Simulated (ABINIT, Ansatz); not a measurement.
# Lattice dynamics of Tb (P6_3/mmc) in two programs, part 4 of 4

How does Tb (P6_3/mmc) vibrate, and is this structure a minimum?

ABINIT 10.8.3; DFT PBE, scalar-relativistic, plane waves, PseudoDojo norm-conserving, 4f in core pseudopotentials.

So far, highest frequency (cm⁻¹): step 7 (dispersion) 105.

## (9) The same in Ansatz

A second program on the same cell, potentials, cutoff and meshes tests the implementation of the phonon response, not its convergence.

This step: DFT PBE, scalar-relativistic, plane waves, norm-conserving pseudopotentials, 4f in core (Ansatz 0.2.0).

input.yaml reads:

```yaml
crystal:
  lattice:
    - [3.6194902802, 0.0, 0.0]
    - [-1.8097451401, 3.1345705314, 0.0]
    - [0.0, 0.0, 5.6821845907]
  atoms:
    - { symbol: Tb, position: [0.3333333333, 0.6666666667, 0.25] }
    - { symbol: Tb, position: [0.6666666667, 0.3333333333, 0.75] }
kpoints:
  mp_grid: { grid: [12, 12, 6] }
hamiltonian:
  xc: pbe
  pseudopotentials:
    kind: nc
    azcp: { Tb: "pseudopotentials/pbe/nc/lanthanide_3plus/Tb.nc.azcp" }
    accuracy: standard
scf:
  occupations: { method: gaussian, width: 0.27211 }
output:
  eigenvalues: true
basis:
  ecutwfc: 571.439
phonons:
  method: dfpt
  qmesh: [4, 4, 2]
  temperatures: { t_max: 1000, t_step: 50 }
  qpath:
    path:
      - [[0.0, 0.0, 0.0], [0.5, 0.0, 0.0], [0.33333333, 0.33333333, 0.0], [0.0, 0.0, 0.0], [0.0, 0.0, 0.5], [0.5, 0.0, 0.5], [0.33333333, 0.33333333, 0.5], [0.0, 0.0, 0.5]]
      - [[0.5, 0.0, 0.5], [0.5, 0.0, 0.0]]
      - [[0.33333333, 0.33333333, 0.5], [0.33333333, 0.33333333, 0.0]]
    npoints: 10
  electrical_resistivity: { temperatures: [77, 300], mesh: [24, 24, 12] }
```

Launch:

```console
ansatz run input.yaml --threads 16 --pin off --max-ram 32768MiB --backend cpu --events-out ev --progress --plain --runs-dir out
```

Numbers of over 12 decimals in the logs are rounded to 6 here.

The log of the run:

```text
Warning: basis.ecutwfc = 571.439 eV is below the records' recommended 680.284656 eV, and the density's cutoff is lower with it unless basis.ecutrho_ratio is high enough to keep the records' density cutoff: compare with a run at a higher cutoff
Engine: ansatz 0.2.0, aarch64-unknown-linux-gnu
Pseudopotentials: kind: nc
Pseudopotential: Tb, nc, valence charge 11, recommended cutoff 680.284656 eV (normal), <dir>
Functional definition: PBE
  parameter kappa = 0.804
  parameter beta = 0.066725
  exchange = pbe_x(kappa = kappa, mu = beta*pi^2/3)
  correlation = pbe_c(beta = beta)
Crystal: 2 atoms, lattice volume = 64.467 Å³
Basis set: ecut = 571.439 eV, 1973 PW (Γ), exchange–correlation on 60×60×96 points (8 copies of the dense FFT grid, shifted against one another)
Bands: 15, of which v1, the nominal top of the filled ones, is band 11 counted from 1 (10 counted from 0)
Symmetry: 24 space group operations
k-points: 76 of 864
Non-local potential: Tb, projectors of the file, l = 0: 2, l = 1: 2, l = 2: 2, l = 3: 1
Initial density: superposition of atomic densities (chi_scale 0.1, normalization cell)
Initial wavefunctions: pseudopotential atomic-orbital guess
Functional: x = pbe(κ = 0.804, μ = 0.219515), c = pbe(β = 0.066725)
SCF iter   1: F=—  HF=-2320.948532 eV  |F-HF|=—  |Δ(HF+E_count)|=         —  Δρ=1.13e-2  dr2=1.18e-1  ethr=3.10e-3  ⟨swp⟩=4.9  Hψ=5043  notcnv=0
preconditioner: auto → Kerker (q_TF=auto, 2.281 Å⁻¹)  [metal: Δε(μ)=0.022 eV  Ē_g=2.730 eV  σ=0.272 eV  W_gap=0.05  n_scr=10 (ndim 8)  ℏωp=11.3 eV  f_vac=0.000  D(μ)=3.49/eV (n_scr^D=34)]
SCF iter   2: F=—  HF=-2320.931843 eV  |F-HF|=—  |Δ(HF+E_count)|=   1.67e-2  Δρ=7.33e-3  dr2=5.04e-2  ethr=5.36e-4  ⟨swp⟩=1.2  Hψ=1768  notcnv=0
SCF iter   3: F=—  HF=-2320.922561 eV  |F-HF|=—  |Δ(HF+E_count)|=   9.28e-3  Δρ=1.08e-3  dr2=5.62e-4  ethr=2.29e-4  ⟨swp⟩=2.6  Hψ=1910  notcnv=0
SCF iter   4: F=—  HF=-2320.922539 eV  |F-HF|=—  |Δ(HF+E_count)|=   2.21e-5  Δρ=9.45e-5  dr2=5.97e-6  ethr=2.55e-6  ⟨swp⟩=1.9  Hψ=1680  notcnv=0
SCF iter   5: F=—  HF=-2320.922538 eV  |F-HF|=—  |Δ(HF+E_count)|=   1.08e-6  Δρ=2.63e-5  dr2=4.22e-7  ethr=2.71e-8  ⟨swp⟩=2.6  Hψ=1988  notcnv=0
SCF iter   6: F=—  HF=-2320.922538 eV  |F-HF|=—  |Δ(HF+E_count)|=   2.91e-8  Δρ=3.83e-6  dr2=6.98e-9  ethr=1.92e-9  ⟨swp⟩=2.6  Hψ=1866  notcnv=0
SCF iter   7: F=—  HF=-2320.922538 eV  |F-HF|=—  |Δ(HF+E_count)|=  8.93e-10  Δρ=5.94e-7  dr2=1.42e-10  ethr=3.17e-11  ⟨swp⟩=2.1  Hψ=1986  notcnv=0
SCF iter   8: F=-2320.922538 eV  HF=-2320.922538 eV  |F-HF|=9.09e-13  |Δ(HF+E_count)|=  6.18e-11  Δρ=9.55e-8  dr2=5.41e-12  ethr=1.00e-12  ⟨swp⟩=7.2  Hψ=6269  notcnv=0
SCF 1 converged in 8 iterations: F = -2320.922538 eV  dr2 = 5.41e-12
NSCF: frozen V_eff on 76 k-points
NSCF: frozen V_eff on 172 k-points
DFPT response loops at q = (0, 0, 0) (fractional): preconditioner auto → Kerker (q_TF=auto, 2.281 Å⁻¹) (partly filled bands, converged f_vac=0.000); β = 1.00, the filter's whole step (`scf.mixing.beta` (0.50) is not read by the response loops under this deck's `scf.mixing.preconditioner`; to damp them name `kerker` or `kerker_dos`, under which they read `scf.mixing.beta`, and type it under 1.00, their step now; both keys bind the ground state too); Broyden in place of MSR1
NSCF: frozen V_eff on 344 k-points
DFPT response loops at q = (0, 0, -0.5) (fractional): mixed as the last ones told, above
NSCF: frozen V_eff on 624 k-points
DFPT response loops at q = (0, 0.25, 0) (fractional): mixed as the last ones told, above
NSCF: frozen V_eff on 624 k-points
DFPT response loops at q = (0, 0.25, -0.5) (fractional): mixed as the last ones told, above
NSCF: frozen V_eff on 344 k-points
DFPT response loops at q = (0, -0.5, 0) (fractional): mixed as the last ones told, above
NSCF: frozen V_eff on 344 k-points
DFPT response loops at q = (0, -0.5, -0.5) (fractional): mixed as the last ones told, above
NSCF: frozen V_eff on 1152 k-points
DFPT response loops at q = (0.25, 0.25, 0) (fractional): mixed as the last ones told, above
NSCF: frozen V_eff on 1152 k-points
DFPT response loops at q = (0.25, 0.25, -0.5) (fractional): mixed as the last ones told, above
SCF iter   1: F=—  HF=-2320.948532 eV  |F-HF|=—  |Δ(HF+E_count)|=         —  Δρ=1.13e-2  dr2=1.18e-1  ethr=3.10e-3  ⟨swp⟩=4.9  Hψ=5043  notcnv=0
SCF iter   2: F=—  HF=-2320.931843 eV  |F-HF|=—  |Δ(HF+E_count)|=   1.67e-2  Δρ=7.33e-3  dr2=5.04e-2  ethr=5.36e-4  ⟨swp⟩=1.2  Hψ=1768  notcnv=0
SCF iter   3: F=—  HF=-2320.922561 eV  |F-HF|=—  |Δ(HF+E_count)|=   9.28e-3  Δρ=1.08e-3  dr2=5.62e-4  ethr=2.29e-4  ⟨swp⟩=2.6  Hψ=1910  notcnv=0
SCF iter   4: F=—  HF=-2320.922539 eV  |F-HF|=—  |Δ(HF+E_count)|=   2.21e-5  Δρ=9.45e-5  dr2=5.97e-6  ethr=2.55e-6  ⟨swp⟩=1.9  Hψ=1680  notcnv=0
SCF iter   5: F=—  HF=-2320.922538 eV  |F-HF|=—  |Δ(HF+E_count)|=   1.08e-6  Δρ=2.63e-5  dr2=4.22e-7  ethr=2.71e-8  ⟨swp⟩=2.6  Hψ=1988  notcnv=0
SCF iter   6: F=—  HF=-2320.922538 eV  |F-HF|=—  |Δ(HF+E_count)|=   2.91e-8  Δρ=3.83e-6  dr2=6.98e-9  ethr=1.92e-9  ⟨swp⟩=2.6  Hψ=1866  notcnv=0
SCF iter   7: F=—  HF=-2320.922538 eV  |F-HF|=—  |Δ(HF+E_count)|=  8.93e-10  Δρ=5.94e-7  dr2=1.42e-10  ethr=3.17e-11  ⟨swp⟩=2.1  Hψ=1986  notcnv=0
SCF iter   8: F=-2320.922538 eV  HF=-2320.922538 eV  |F-HF|=9.09e-13  |Δ(HF+E_count)|=  6.28e-11  Δρ=9.52e-8  dr2=5.44e-12  ethr=1.00e-12  ⟨swp⟩=3.0  Hψ=3105  notcnv=0
SCF 2 converged in 8 iterations: F = -2320.922538 eV  dr2 = 5.44e-12
NSCF: frozen V_eff on 76 k-points
NSCF: frozen V_eff on 76 k-points
[...]
SCF converged after 8 iterations
Free energy (F): -2320.922538 eV
Harris-Foulkes:  -2320.922538 eV  (|F-HF|=9.09e-13)
Internal energy: -2320.792309 eV  (E = F + TS)
E sigma→0 (E₀):  -2320.857424 eV
Entropy (-TS):   -0.130229 eV (-65.114 meV/atom)
Fermi energy:    10.275880 eV
--- Per-component energies (eV) ---
  E_band       = -235.804813
  E_kinetic    = 560.663681
  E_local      = -1089.840041  (includes V_loc(G=0)·N_el)
  E_nonlocal   = 63.216613
  E_hartree    = 311.849318
  E_xc         = -585.829683
  E_vxc        = -393.543699  (∫ρ·V_xc dr)
  E_ewald      = -1580.852199
  E_smearing   = -0.130229  (= −TS)
  E_closure    = -0.000000  (closes the sum)
  Σ components = -2320.922538   (vs F -2320.922538, Δ=0.00e0)
--- Band table (eV; the first three rows and the last of 76) ---
  k-point 0: bands = [... 7 lower, -11.9425, 5.3630, 8.1546, 11.6429, 12.0224, 12.0224, 12.3603, 12.7170]
  k-point 1: bands = [... 7 lower, -11.9917, 5.5665, 8.0644, 11.3804, 11.9172, 11.9172, 12.1687, 12.5444]
  k-point 2: bands = [... 7 lower, -12.0129, 6.1339, 7.6679, 11.0804, 11.7031, 11.8329, 11.8329, 12.2040]
  k-point 75: bands = [... 7 lower, -12.0742, 9.7097, 9.7097, 9.9018, 9.9018, 10.8771, 10.8771, 13.1651]
--- Phonons (Γ-DFPT): 2 representative perturbations + reference (Σ response iterations 8) ---
  ASR residual: 2.826e-5 → 0.000e0 eV/Å²; symmetrization residual: 2.842e-14 eV/Å²
  ASR residual per site (eV/Å²): 2.83e-5 2.83e-5
  Γ frequencies (cm⁻¹): 0.00 0.00 0.00 61.23 61.23 103.85
--- Phonons (arbitrary-q DFPT): 8 irreducible q on the 4×4×2 mesh ---
  q = [0.0000, 0.0000, 0.0000] (star 1, of the zone-centre solve; hermiticity 1.80e-14, symmetrization 9.02e-15): -0.00 -0.00 0.00 61.23 61.23 103.85
  q = [0.0000, 0.0000, -0.5000] (star 1, 2 solved perturbations in 248 linear systems a pass and spin channel, the states on 172 of 864 k-point pairs; hermiticity 6.85e-13, symmetrization 3.40e-13): 45.15 45.15 45.15 45.15 81.51 81.51
  q = [0.0000, 0.2500, 0.0000] (star 6, 3 solved perturbations on 312 of 864 k-point pairs; hermiticity 3.19e-9, symmetrization 6.20e-14): 40.47 41.46 68.10 75.99 85.26 104.64
  q = [0.0000, 0.2500, -0.5000] (star 6, 3 solved perturbations on 312 of 864 k-point pairs; hermiticity 3.16e-8, symmetrization 6.09e-14): 61.33 61.33 62.43 62.43 93.39 93.39
  q = [0.0000, -0.5000, 0.0000] (star 3, 3 solved perturbations on 172 of 864 k-point pairs; hermiticity 4.93e-13, symmetrization 3.91e-14): 53.23 61.45 88.20 97.45 98.08 99.45
  q = [0.0000, -0.5000, -0.5000] (star 3, 3 solved perturbations on 172 of 864 k-point pairs; hermiticity 1.42e-8, symmetrization 2.31e-14): 65.28 65.28 73.74 73.74 100.38 100.38
  q = [0.2500, 0.2500, 0.0000] (star 6, 2 solved perturbations in 888 linear systems a pass and spin channel, the states on 576 of 864 k-point pairs; hermiticity 8.32e-9, symmetrization 3.42e-14): 63.39 68.58 73.54 91.27 93.24 98.69
  q = [0.2500, 0.2500, -0.5000] (star 6, 2 solved perturbations in 888 linear systems a pass and spin channel, the states on 576 of 864 k-point pairs; hermiticity 1.33e-8, symmetrization 2.46e-12): 50.75 50.75 88.10 88.10 101.61 101.61
  sum rule: each row above includes the acoustic sum rule's correction from the zone centre's row sums; it moved no ω² by more than (0.22 cm⁻¹)²
  mesh force constants: q→R imaginary residual 2.65e-18; ASR residual 2.826e-5 → 0.000e0 eV/Å²; symmetrization residual 8.882e-16 eV/Å²
  interpolated dispersion: 93 rows × 6 modes
  density of states and harmonic sums: on the 20×20×12 q-mesh, interpolated from the force constants of a 4×4×2 supercell (no non-analytic term)
  largest difference from the sums on the solved wave vectors: F 2.93e-2 eV, S 3.73e-5 and C_V 8.02e-6 eV/K
  zero-point energy: 0.028023 eV/cell   skipped modes (ω ≤ 0): 3   left out of the sums: 1.04e-4 of the cell's modes: C_V's classical limit lies that fraction below 3 k_B per atom; for a crystal, a wire or a layer, F and S can be off by more, and a phonons.interpolated_qmesh denser along its periods is the remedy for the sampling
--- Electrical resistivity: potentials and phonons of a 4×4×2 supercell ---
  scattering by harmonic phonons alone, with no dipole-dipole term; scattering by other electrons, impurities, surfaces and spin disorder is left out, and so is spin–orbit coupling
  the resistivity is that of a variational response, whose dependence on the energy is improved iteratively
  at the Fermi level of each mesh (of a tensor a third of its trace):
           mesh   spin    states/(eV spin)  plasma energy (eV)         λ      λ_tr    ħω_log (meV)
       24×24×12                     1.8585              4.3661    0.7812    0.8379           8.130
        12×12×6                     1.9402              4.3774    0.8137    0.8617           8.200
          6×6×3                     1.5716              3.7433    0.6517    0.7244           8.306
  resistivity on the deck's mesh, µΩ·cm:
     T (K)       trace/3  mesh converged            xx            yy            zz    lowest order   relaxation time
     77.00      1.2478e1              no      1.4848e1      1.4848e1      7.7392e0        1.2937e1          1.2177e1
    300.00      5.6869e1              no      6.7644e1      6.7644e1      3.5321e1        5.8723e1          5.5446e1
  mean free path at 77 K (of a tensor a third of its trace): 9.41 nm by what each carries, 8.50 by the Fermi surface alone
  Hall coefficient in a weak field at 77 K (a third of the trace): -1.186e-10 m³/C (as a tensor it moves by 14.8 % between the two finest meshes); by each state's relaxation time: -1.195e-10 m³/C; by a constant relaxation time: -1.063e-10 m³/C
  mean free path at 300 K (of a tensor a third of its trace): 2.06 nm by what each carries, 1.86 by the Fermi surface alone
  Hall coefficient in a weak field at 300 K (a third of the trace): -1.154e-10 m³/C (as a tensor it moves by 13.5 % between the two finest meshes); by each state's relaxation time: -1.169e-10 m³/C; by a constant relaxation time: -1.054e-10 m³/C
  the resistivity times a path that all electrons share, by the Fermi surface of the deck's mesh alone (a third of the trace): 1.071e-15 Ω·m²
  not converged in the mesh (λ; λ_tr; the resistivity at 77 K by 6.03 %; the resistivity at 300 K by 5.52 %): between neighbouring meshes, the two finest first, λ moves by 4.15 % and 19.91 %, λ_tr by 3.06 % and 16.58 % and the resistivity by up to 6.03 % and 19.59 %; an estimate, no bound, puts it up to 7.4e-7 % above the Boltzmann equation's exact value after up to 3 iterations (at most 30 are made, fewer where the estimate is under 1.0e-6 % of each spin channel's own resistivity)
  vibrations of 32 cells: unjudged by the run; compare a larger repeat
  the changes of the potential over all sites missed a rigid shift's by 0.00 % (the site terms' by 0.00 %)
  at the force constants' own smearing the fine mesh and the k-points of their solves give squared frequencies that differ by 0.8 % of the larger at the most, at (0, -0.5, 0)
```

Run time: 3.6 min. Hardware: 16 threads of Arm Neoverse V1, shared host; peak memory 4.4 GiB.

Read from the output:

| Item | Value |
| --- | --- |
| sum-rule residual before enforcement | 2.83e-5 eV/Å² |
| mean frequency | 75.3 cm⁻¹ |
| Debye temperature (second moment) | 145 K |
| logarithmic mean frequency | 72.1 cm⁻¹ |
| highest optical zone-centre mode (no LO-TO term) | 103.8 cm⁻¹ |
| lowest optical zone-centre mode | 61.23 cm⁻¹ |
| lowest mode on the q mesh (acoustic ones at the zone centre apart) | 40.47 cm⁻¹ |
| zero-point energy per atom | 14.01 meV |
| heat capacity at 300 K | 24.65 J/(mol atoms K) |
| vibrational entropy at 300 K | 51.59 J/(mol atoms K) |

## (10) Side by side: ABINIT PseudoDojo and Ansatz, PseudoDojo

Worked out from the results:

* root-mean-square difference: 0.06 cm⁻¹
* largest difference: 0.09 cm⁻¹
* root-mean-square difference on the path: 0.3 cm⁻¹
* largest difference on the path: 2.5 cm⁻¹

At the solved wavevectors the largest difference (acoustic modes at Γ apart) is 0.09 % of the highest mode.

## (11) What came out

```json
{
 "space group after relaxation": "P6_3/mmc",
 "volume per atom": "32.2 Å³",
 "highest optical zone-centre mode (no LO-TO term)": "103.9 cm⁻¹",
 "lowest optical zone-centre mode": "61.3 cm⁻¹",
 "q mesh": "4×4×2",
 "lowest mode on the q mesh (acoustic ones at the zone centre apart)": "40.5 cm⁻¹",
 "zero-point energy per atom": "14 meV",
 "heat capacity at 300 K": "24.7 J/(mol atoms K)",
 "vibrational entropy at 300 K": "51.6 J/(mol atoms K)",
 "imaginary modes on the q mesh": "none",
 "largest difference from Ansatz, PseudoDojo": "0.09 cm⁻¹"
}
```

**Reading.** Tb (P6_3/mmc) is dynamically stable on the 4×4×2 mesh; its spectrum reaches 105 cm⁻¹. At the PBE level the optical modes of Tb (P6_3/mmc) at the zone centre run from 61 to 104 cm⁻¹. The base run prints -0.63 GPa, mostly the error of a finite basis; the relaxation, with a smoothed and higher cutoff, had brought the cell to rest. ABINIT PseudoDojo and Ansatz, PseudoDojo agree to 0.09 cm⁻¹ (0.09 % of the highest mode compared) on all solved modes but the acoustic ones at Γ. These are harmonic frequencies at zero temperature: anharmonic shifts and linewidths and thermal expansion are left out. Spin-orbit coupling is left out, which can matter for the heavy elements here. In a metal the frequencies hang on the k mesh and the smearing, most of all near Kohn anomalies. The 4f electrons are frozen in the core as for a trivalent ion, so their moments and any magnetic order are left out. Ansatz warns that the cutoff lies 16 % under the one recommended for these files; agreement at one cutoff is not convergence. Electron-phonon sums were run after this but are left out, since no second program bore their λ out within 30 %; a λ that a log prints is not taken as a result.

[Host names and launcher messages were left out of these logs when they were recorded.]

[Logs are printed without paths, hosts, clocks, repeated set-up lines and the standing remarks that a program may print on its own settings, such as how far it seeks lower states.]

[Hosts, paths, dates, database ids (printed as entryN), source tags and the programs' standing remarks are cut or masked in the printed files.]
